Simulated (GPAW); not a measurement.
# Ballistic transport through a Li chain with a Ge atom bridging one bond, cheap and dear

Wanted: the zero-bias transmission of a Li chain with a Ge atom bridging one bond on a ladder of levels, with run times.

Main program and level: GPAW 26.7.0; GPAW LCAO, PAW setups; Landauer transmission from Green's functions with principal layers (ASE), zero bias.

## (1) The starting structure

The cell holds 11 atoms: 10 Li and 1 Ge. Its edges and angles: a = 9.000 Å, b = 9.000 Å, c = 29.700 Å, α = 90.0°, β = 90.0°, γ = 90.0°. Regions: left lead, 5 atoms (5 Li); channel, 1 atom (1 Ge); right lead, 5 atoms (5 Li). Vacuum lies along a and b. The structure is stacked along c, and the current runs across the ab planes.

## (2) GPAW, dzp

The script solves lead and junction separately, takes H and S in the orbital basis, and joins semi-infinite leads through their self-energies; the dzp basis is the working standard.

The input, run.py:

```python
import json
import numpy as np
from ase import Atoms
from ase.transport.calculators import TransportCalculator
from gpaw import GPAW, FermiDirac
from gpaw.lcao.tools import get_lcao_hamiltonian
from scipy.linalg import eigh

# The junction with lead layers at both ends, along the third cell vector
device = Atoms(
    ['Li', 'Li', 'Li', 'Li', 'Li', 'Ge', 'Li', 'Li', 'Li', 'Li', 'Li'],
    positions=[
        [4.50000, 4.50000, 1.47500],
        [4.50000, 4.50000, 4.42500],
        [4.50000, 4.50000, 7.37500],
        [4.50000, 4.50000, 10.32500],
        [4.50000, 4.50000, 13.27500],
        [6.51474, 4.50000, 14.85000],
        [4.50000, 4.50000, 16.42500],
        [4.50000, 4.50000, 19.37500],
        [4.50000, 4.50000, 22.32500],
        [4.50000, 4.50000, 25.27500],
        [4.50000, 4.50000, 28.22500]],
    cell=[[9.0, 0.0, 0.0], [0.0, 9.0, 0.0], [0.0, 0.0, 29.7]],
    pbc=True)

# One principal layer of the lead: the first 3 atoms of the device
lead = Atoms(
    ['Li', 'Li', 'Li'],
    positions=[
        [4.50000, 4.50000, 1.47500],
        [4.50000, 4.50000, 4.42500],
        [4.50000, 4.50000, 7.37500]],
    cell=[[9.0, 0.0, 0.0], [0.0, 9.0, 0.0], [0.0, 0.0, 8.85]],
    pbc=True)

settings = dict(mode='lcao', basis='dzp', xc='PBE', h=0.2,
                occupations=FermiDirac(0.1), maxiter=250,
                mixer=dict(beta=0.1, nmaxold=8, weight=100.0),
                convergence=dict(density=0.0001))
energies = np.arange(-2, 2 + 1e-9, 0.05)
eta = 0.0001
n1, n2 = 1, 1
# k and -k transmit alike, so half of the mesh across the current serves
mesh = [(i, j) for i in range(n1) for j in range(n2) if (i, j) <= (-i % n1, -j % n2)]
weights = np.array([1 if (i, j) == (-i % n1, -j % n2) else 2 for i, j in mesh]) / (n1 * n2)

# [... helper functions left out ...]
fermi_lead = ground_state(lead, (1, 1, 13), 'lead.txt')
fermi_device = ground_state(device, (1, 1, 3), 'device.txt')
# [... loop over the mesh left out, but for ...]
        # Shift the lead onto the potential of the device's first layer
        shift = ((H[:, 0, 0] - H0[:, 0, 0]) / S0[0, 0]).real.mean()
# [...]
kT = 8.617333e-5 * 500
bias = [0.1, 0.2, 0.5, 1.0, 1.5, 2.0]
# [... integrals and printing left out ...]
```

Command:

```
> OMP_NUM_THREADS=1 OPENBLAS_NUM_THREADS=1 python run.py
```

Output:

```text
basis functions: device 63, principal layer 15
Fermi level: lead -2.7382 eV, device -2.6891 eV; lead shifted by 0.0017 eV
largest coupling past the next layer 1.28e-08 eV, largest misfit of the first layer 0.026 eV
  E-E_F (eV)   T (one spin)  channels
    -2.000    5.2956e-15    0.0000
    -1.950    5.2248e-15    0.0000
    -1.900    5.1518e-15    0.0000
    -1.850    5.0766e-15    0.0000
    -1.800    4.9991e-15    0.0000
    -1.750    4.9193e-15    0.0000
    -1.700    4.8373e-15    0.0000
    -1.650    4.7529e-15    0.0000
    -1.600    4.6662e-15    0.0000
    -1.550    4.5772e-15    0.0000
    -1.500    4.4859e-15    0.0000
    -1.450    4.3923e-15    0.0000
    -1.400    4.2968e-15    0.0000
    -1.350    4.1998e-15    0.0000
    -1.300    4.1030e-15    0.0000
    -1.250    4.0099e-15    0.0000
[...]
1.650    1.0412e-01    1.0000
     1.700    9.9883e-02    1.0000
     1.750    9.7071e-02    1.0000
     1.800    9.5248e-02    1.0000
     1.850    9.3971e-02    1.0000
     1.900    9.2778e-02    1.0000
     1.950    9.1180e-02    1.0000
     2.000    8.8636e-02    1.0000
conductance at 500 K: 0.747 G0 a cell; thermopower -2.474 uV/K
current from the zero-bias T(E) at 0.1 V: 5.7785 uA
current from the zero-bias T(E) at 0.2 V: 11.501 uA
current from the zero-bias T(E) at 0.5 V: 27.685 uA
current from the zero-bias T(E) at 1.0 V: 47.509 uA
current from the zero-bias T(E) at 1.5 V: 70.218 uA
current from the zero-bias T(E) at 2.0 V: 82.159 uA
```

It took 49 s on 1 thread of Arm Neoverse N1, shared host; peak memory 0.89 GiB.

Numbers from this step:

* conductance: 0.7470 G₀
* thermopower: -2.474 μV/K
* largest coupling past the next principal layer: 1.28e-8 eV
* largest misfit of the first principal layer: 0.02615 eV
* shift that aligns the lead: 0.001726 eV
* basis functions of the junction: 63
* basis functions of a principal layer: 15
* transmission at the Fermi level (one spin): 0.7560
* open channels of the lead at the Fermi level (one spin): 1

One spin. The transmission, zone mean by energy, zero at the Fermi level:

```csv
energy (eV),"transmission, zone mean"
-2.00,0
-1.85,0
-1.70,0
-1.60,0
-1.45,0
-1.30,0
-1.15,0
-1.05,0
-0.90,0
-0.75,0.876
-0.70,0.923
-0.60,0.752
-0.50,0.102
-0.35,0.384
-0.20,0.665
-0.05,0.748
0.00,0.756
0.05,0.757
0.20,0.735
0.35,0.694
0.50,0.653
0.60,0.630
0.75,0.577
0.90,0.501
1.05,0.394
1.15,0.316
1.30,0.212
1.45,0.145
1.60,0.110
1.70,0.0999
1.85,0.0940
2.00,0.0886
```

Crossings of the lead's bands, unfolded to its shortest repeat. Open channels, zone mean against energy, zero at the Fermi level:

```csv
energy (eV),"open channels, zone mean"
-2.00,0
-1.90,0
-1.80,0
-1.70,0
-1.55,0
-1.45,0
-1.35,0
-1.25,0
-1.15,0
-1.05,0
-0.90,0
-0.80,0
-0.70,1
-0.60,1
-0.50,1
-0.40,1
-0.25,1
-0.15,1
-0.05,1
0.00,1
0.05,1
0.15,1
0.25,1
0.40,1
0.50,1
0.60,1
0.70,1
0.80,1
0.90,1
1.05,1
1.15,1
1.25,1
1.35,1
1.45,1
1.55,1
1.70,1
1.80,1
1.90,1
2.00,1
```

Not self-consistent under bias; the bias window is split evenly. Current through one cell, from the zero-bias transmission against bias:

```csv
bias (V),"current through one cell, from the zero-bias transmission (μA)"
0.100,5.78
0.200,11.5
0.500,27.7
1.000,47.5
1.500,70.2
2.000,82.2
```

Transmission of the three most open eigenchannels against energy, zero at the Fermi level:

```csv
energy (eV),channel 1,channel 2 = channel 3
-2.00,0,0
-1.90,0,0
-1.80,0,0
-1.70,0,0
-1.55,0,0
-1.45,0,0
-1.35,0,0
-1.25,0,0
-1.15,0,0
-1.05,0,0
-0.90,0,0
-0.80,6.9e-9,0
-0.70,0.923,0
-0.60,0.752,0
-0.50,0.102,0
-0.40,0.196,0
-0.25,0.605,0
-0.15,0.705,0
-0.05,0.748,0
0.00,0.756,0
0.05,0.757,0
0.15,0.746,0
0.25,0.722,0
0.40,0.680,0
0.50,0.653,0
0.60,0.630,0
0.70,0.596,0
0.80,0.555,0
0.90,0.501,0
1.05,0.394,0
1.15,0.316,0
1.25,0.243,0
1.35,0.186,0
1.45,0.145,0
1.55,0.119,0
1.70,0.0999,0
1.80,0.0952,0
1.90,0.0928,0
2.00,0.0886,0
```

Couplings past the next layer reach 1.3e-8 eV, small enough to drop; the matrix elements of the cell's first layer differ from the bulk lead's by up to 0.026 eV. That layer keeps its own values in the calculation, and only beyond it is the lead taken as perfect. The Fermi levels of lead and junction count from different zeros of potential, one for each periodic cell; with both set to zero, the small remaining shift is what aligns them. By hand: G = 0.7470 × 77.48 μS = 57.9 μS, a resistance of 17.3 kΩ; at 0.1 V a linear junction would pass 5.79 μA, and the integral over the bias window gives 5.78 μA. Mott's formula, S = -(π²/3)(k_B²T/e) d ln T/dE, has the prefactor 12.2 μV/K·eV at 500 K; T = 0.7480 at -0.05 eV and 0.7574 at 0.05 eV give a slope of 0.125 per eV and S = -1.52 μV/K, beside -2.47 μV/K from the thermal integral, which interpolates the same grid.

## (3) Single-zeta polarised basis

One radial function a shell plus polarisation makes the matrices smaller; the question is what that costs.

Changes to run.py since step 2:

```diff
@@ -36,3 +36,3 @@
 
-settings = dict(mode='lcao', basis='dzp', xc='PBE', h=0.2,
+settings = dict(mode='lcao', basis='szp(dzp)', xc='PBE', h=0.2,
                 occupations=FermiDirac(0.1), maxiter=250,
```

Output:

```text
basis functions: device 49, principal layer 12
Fermi level: lead -2.8434 eV, device -2.7623 eV; lead shifted by 0.0011 eV
largest coupling past the next layer 1.26e-08 eV, largest misfit of the first layer 0.026 eV
  E-E_F (eV)   T (one spin)  channels
    -2.000    2.8645e-19    0.0000
    -1.950    2.7105e-19    0.0000
    -1.900    2.5583e-19    0.0000
    -1.850    2.4084e-19    0.0000
    -1.800    2.2611e-19    0.0000
    -1.750    2.1168e-19    0.0000
    -1.700    1.9759e-19    0.0000
    -1.650    1.8392e-19    0.0000
    -1.600    1.7077e-19    0.0000
    -1.550    1.5832e-19    0.0000
    -1.500    1.4696e-19    0.0000
    -1.450    1.3762e-19    0.0000
    -1.400    1.3286e-19    0.0000
    -1.350    1.4088e-19    0.0000
    -1.300    1.9165e-19    0.0000
    -1.250    4.0892e-19    0.0000
[...]
1.650    1.4570e-01    1.0000
     1.700    1.3862e-01    1.0000
     1.750    1.3231e-01    1.0000
     1.800    1.2642e-01    1.0000
     1.850    1.2059e-01    1.0000
     1.900    1.1443e-01    1.0000
     1.950    1.0752e-01    1.0000
     2.000    9.9429e-02    1.0000
conductance at 500 K: 0.76171 G0 a cell; thermopower -2.315 uV/K
current from the zero-bias T(E) at 0.1 V: 5.8915 uA
current from the zero-bias T(E) at 0.2 V: 11.721 uA
current from the zero-bias T(E) at 0.5 V: 28.099 uA
current from the zero-bias T(E) at 1.0 V: 47.965 uA
current from the zero-bias T(E) at 1.5 V: 72.063 uA
current from the zero-bias T(E) at 2.0 V: 83.443 uA
```

It took 44 s on 1 thread; peak memory 0.88 GiB.

This step gave:

```
conductance                                    : 0.7617 G₀
thermopower                                    : -2.315 μV/K
largest coupling past the next principal layer : 1.26e-8 eV
largest misfit of the first principal layer    : 0.02551 eV
shift that aligns the lead                     : 0.001092 eV
basis functions of the junction                : 49
basis functions of a principal layer           : 12
transmission at the Fermi level (one spin)     : 0.7717
```

One spin. Table of transmission, zone mean by energy, zero at the Fermi level:

```csv
energy (eV),"transmission, zone mean"
-2.00,0
-1.90,0
-1.80,0
-1.70,0
-1.55,0
-1.45,0
-1.35,0
-1.25,0
-1.15,0
-1.05,0
-0.90,0
-0.80,1.7e-9
-0.70,0.989
-0.60,0.913
-0.50,0.291
-0.40,0.132
-0.25,0.607
-0.15,0.719
-0.05,0.764
0.00,0.772
0.05,0.772
0.15,0.757
0.25,0.729
0.40,0.677
0.50,0.642
0.60,0.609
0.70,0.567
0.80,0.522
0.90,0.469
1.05,0.380
1.15,0.320
1.25,0.267
1.35,0.222
1.45,0.188
1.55,0.164
1.70,0.139
1.80,0.126
1.90,0.114
2.00,0.0994
```

Crossings of the lead's bands, unfolded to its shortest repeat. Table of open channels, zone mean by energy, zero at the Fermi level:

```csv
energy (eV),"open channels, zone mean"
-2.00,0
-1.85,0
-1.70,0
-1.60,0
-1.45,0
-1.30,0
-1.15,0
-1.05,0
-0.90,0
-0.75,1
-0.60,1
-0.50,1
-0.35,1
-0.20,1
-0.05,1
0.00,1
0.05,1
0.20,1
0.35,1
0.50,1
0.60,1
0.75,1
0.90,1
1.05,1
1.15,1
1.30,1
1.45,1
1.60,1
1.70,1
1.85,1
2.00,1
```

Not self-consistent under bias; the bias window is split evenly. The current through one cell, from the zero-bias transmission by bias:

```csv
bias (V),"current through one cell, from the zero-bias transmission (μA)"
0.100,5.89
0.200,11.7
0.500,28.1
1.000,48.0
1.500,72.1
2.000,83.4
```

Table of transmission of the three most open eigenchannels by energy, zero at the Fermi level:

```csv
energy (eV),channel 1,channel 2 = channel 3
-2.00,0,0
-1.85,0,0
-1.70,0,0
-1.60,0,0
-1.45,0,0
-1.30,0,0
-1.15,0,0
-1.05,0,0
-0.90,0,0
-0.75,0.720,0
-0.60,0.913,0
-0.50,0.291,0
-0.35,0.348,0
-0.20,0.675,0
-0.05,0.764,0
0.00,0.772,0
0.05,0.772,0
0.20,0.744,0
0.35,0.695,0
0.50,0.642,0
0.60,0.609,0
0.75,0.546,0
0.90,0.469,0
1.05,0.380,0
1.15,0.320,0
1.30,0.243,0
1.45,0.188,0
1.60,0.154,0
1.70,0.139,0
1.85,0.121,0
2.00,0.0994,0
```

The conductance, 0.762 G₀, lies 2.0 % above that of the dzp run.

## (4) Minimal basis

One function for each valence shell of the setup, as for a first survey of a large system.

Changes to run.py since step 3:

```diff
@@ -36,3 +36,3 @@
 
-settings = dict(mode='lcao', basis='szp(dzp)', xc='PBE', h=0.2,
+settings = dict(mode='lcao', basis='sz(dzp)', xc='PBE', h=0.2,
                 occupations=FermiDirac(0.1), maxiter=250,
```

Output:

```text
basis functions: device 14, principal layer 3
Fermi level: lead -2.6879 eV, device -2.6059 eV; lead shifted by 0.0029 eV
largest coupling past the next layer 1.25e-08 eV, largest misfit of the first layer 0.015 eV
  E-E_F (eV)   T (one spin)  channels
    -2.000    2.1856e-19    0.0000
    -1.950    2.0281e-19    0.0000
    -1.900    1.8866e-19    0.0000
[...]
1.950    3.9649e-01    1.0000
     2.000    4.2894e-01    1.0000
conductance at 500 K: 0.52426 G0 a cell; thermopower 4.041 uV/K
current from the zero-bias T(E) at 0.1 V: 4.0561 uA
current from the zero-bias T(E) at 0.2 V: 8.0771 uA
current from the zero-bias T(E) at 0.5 V: 19.581 uA
current from the zero-bias T(E) at 1.0 V: 34.875 uA
current from the zero-bias T(E) at 1.5 V: 43.186 uA
current from the zero-bias T(E) at 2.0 V: 53.245 uA
```

Wall time 32 s (1 thread); peak memory 0.83 GiB.

This step gave:

```
conductance                                    : 0.5243 G₀
thermopower                                    : 4.041 μV/K
largest coupling past the next principal layer : 1.25e-8 eV
largest misfit of the first principal layer    : 0.01457 eV
shift that aligns the lead                     : 0.002904 eV
basis functions of the junction                : 14
basis functions of a principal layer           : 3
transmission at the Fermi level (one spin)     : 0.5302
```

The conductance, 0.524 G₀, lies 30 % below that of the dzp run.

## (5) revPBE in the dzp basis: xc = "revPBE"

Back in the dzp basis, the functional changes from PBE to revPBE, to set the spread between functionals beside that between bases.

Changes to run.py since step 4:

```diff
@@ -36,3 +36,3 @@
 
-settings = dict(mode='lcao', basis='sz(dzp)', xc='PBE', h=0.2,
+settings = dict(mode='lcao', basis='dzp', xc='revPBE', h=0.2,
                 occupations=FermiDirac(0.1), maxiter=250,
```

Output:

```text
basis functions: device 63, principal layer 15
Fermi level: lead -2.6982 eV, device -2.6422 eV; lead shifted by 0.0016 eV
largest coupling past the next layer 1.32e-08 eV, largest misfit of the first layer 0.026 eV
  E-E_F (eV)   T (one spin)  channels
    -2.000    5.3914e-15    0.0000
    -1.950    5.3186e-15    0.0000
    -1.900    5.2435e-15    0.0000
[...]
1.950    9.9028e-02    1.0000
     2.000    9.8732e-02    1.0000
conductance at 500 K: 0.75083 G0 a cell; thermopower -1.581 uV/K
current from the zero-bias T(E) at 0.1 V: 5.8087 uA
current from the zero-bias T(E) at 0.2 V: 11.564 uA
current from the zero-bias T(E) at 0.5 V: 27.898 uA
current from the zero-bias T(E) at 1.0 V: 47.935 uA
current from the zero-bias T(E) at 1.5 V: 69.882 uA
current from the zero-bias T(E) at 2.0 V: 81.453 uA
```

Run time: 48 s. Hardware: 1 thread; peak memory 0.89 GiB.

Numbers from this step:

```yaml
conductance: 0.7508 G₀
thermopower: -1.581 μV/K
largest_coupling_past_the_next_principal_layer: 1.32e-8 eV
largest_misfit_of_the_first_principal_layer: 0.02636 eV
shift_that_aligns_the_lead: 0.001614 eV
basis_functions_of_the_junction: 63
basis_functions_of_a_principal_layer: 15
transmission_at_the_fermi_level_one_spin: 0.7594
```

One spin. The transmission, zone mean by energy, zero at the Fermi level:

```csv
energy (eV),"transmission, zone mean"
-2.00,0
-1.85,0
-1.70,0
-1.60,0
-1.45,0
-1.30,0
-1.15,0
-1.05,0
-0.90,0
-0.75,0.912
-0.70,0.924
-0.60,0.710
-0.50,0.0486
-0.35,0.426
-0.20,0.682
-0.05,0.754
0.00,0.759
0.05,0.758
0.20,0.730
0.35,0.684
0.50,0.639
0.60,0.617
0.75,0.557
0.90,0.480
1.05,0.375
1.15,0.300
1.30,0.203
1.45,0.140
1.60,0.109
1.70,0.100
1.85,0.0983
2.00,0.0987
```

The conductance, 0.751 G₀, lies 0.5 % above that of the dzp run.

## (6) All levels side by side

Times are for 1 thread of Arm Neoverse N1, shared host. The series side by side:

```csv
no.,run,conductance (G₀),time,memory (GiB)
1,dzp,0.7470,49 s,0.89
2,szp,0.7617,44 s,0.88
3,sz,0.5243,32 s,0.83
4,dzp revPBE,0.7508,48 s,0.89
```

## (7) Comparison

The curves are compared point by point over the common energies.

This step: comparison of transmission and cost over codes and levels (GPAW 26.7.0).

Ladder, by row:

```csv
step,code,T at the Fermi level (sum over the listed spins),conductance (G0),r.m.s. T(E) from the first,wall time (s),peak memory (GiB),threads
dzp,GPAW,0.756,0.747,0,48.68,0.89,1
szp,GPAW,0.7717,0.7617,0.04853,43.75,0.88,1
sz,GPAW,0.5302,0.5243,0.2968,31.66,0.83,1
dzp-revPBE,GPAW,0.7594,0.7508,0.01795,48.18,0.89,1
```

The transmission, zone mean, sum over the listed spins by energy, zero at the Fermi level:

```csv
energy (eV),dzp,szp,sz,dzp-revPBE
-2.000,0,0,0,0
-1.800,0,0,0,0
-1.600,0,0,0,0
-1.400,0,0,0,0
-1.200,0,0,6.4e-14,0
-1.000,0,0,0.904,0
-0.800,6.9e-9,1.7e-9,0.0506,1.4e-8
-0.700,0.923,0.989,0.0211,0.924
-0.600,0.752,0.913,0.148,0.710
-0.400,0.196,0.132,0.401,0.248
-0.200,0.665,0.675,0.526,0.682
-0.100,0.732,0.748,0.540,0.741
0.000,0.756,0.772,0.530,0.759
0.050,0.757,0.772,0.518,0.758
0.200,0.735,0.744,0.462,0.730
0.400,0.680,0.677,0.373,0.669
0.600,0.630,0.609,0.294,0.617
0.800,0.555,0.522,0.237,0.534
1.000,0.432,0.411,0.201,0.412
1.200,0.278,0.293,0.186,0.265
1.400,0.163,0.204,0.197,0.157
1.600,0.110,0.154,0.236,0.109
1.800,0.0952,0.126,0.313,0.0981
2.000,0.0886,0.0994,0.429,0.0987
```

(Continued in part 2 of 2.)

[Logs are printed without paths, hosts, clocks, repeated set-up lines and the standing remarks that a program may print on its own settings, such as how far it seeks lower states.]

[Hosts, paths, dates, database ids (printed as entryN), source tags and the programs' standing remarks are cut or masked in the printed files.]
